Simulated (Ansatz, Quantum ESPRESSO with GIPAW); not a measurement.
# From 13C NMR to local structure in C2H3N2O

A crystal of composition C2H3N2O (one database entry, not always the ambient form) has the 13C spectrum and parameters below, calculated by GIPAW (PBEsol; shifts against TMS, scatter of the reference line 0.8 ppm; spans on the shift scale).

Simulated spectrum: 13C static powder, 23.5 T (251.6 MHz), lines broadened by 3.5 ppm; rigid lattice, with dipolar and J couplings left out.

(δ (ppm), intensity): (240.6, 0.00), (233.8, 0.00), (227.1, 0.00), (220.4, 0.05), (214.1, 0.15), (207.4, 0.16), (200.7, 0.17), (194.4, 0.18), (187.7, 0.19), (181.0, 0.21), (174.8, 0.22), (168.0, 0.25), (161.3, 0.29), (154.5, 0.39), (151.4, 0.48), (148.3, 0.40), (141.6, 0.30), (134.9, 0.26), (128.6, 0.24), (121.9, 0.22), (115.2, 0.20), (108.9, 0.02), (102.2, 0.00), (95.5, 0.02), (88.7, 0.31), (82.5, 0.35), (75.8, 0.40), (69.0, 0.47), (62.8, 0.60), (56.1, 1.00), (49.3, 0.64), (43.1, 0.13), (36.4, 0.01), (29.7, 0.00), (23.4, 0.00)

Most prominent maxima (ppm: height): 151.4: 0.48, 56.1: 1.00.

| line | δ_iso (ppm) | relative area | span (ppm) | skew |
| --- | --- | --- | --- | --- |
| A | 160.8 | 1 | 108.2 | -0.26 |
| B | 64.3 | 1 | 48.0 | -0.52 |

**Question.** What do these values say of the surroundings and site symmetry of C?

The bonded neighbours set the region: A with ON2; B with N2CH. The structure behind these values (space group Cmcm; other structures could give like values):

| line | surroundings | neighbours | bonds (Å) | site symmetry |
| --- | --- | --- | --- | --- |
| A | CON2 | 3 | 1.26 to 1.36 | m |
| B | CN2CH | 4 | 1.10 to 1.57 | m |

[Hosts, paths, dates, database ids (printed as entryN), source tags and the programs' standing remarks are cut or masked in the printed files.]
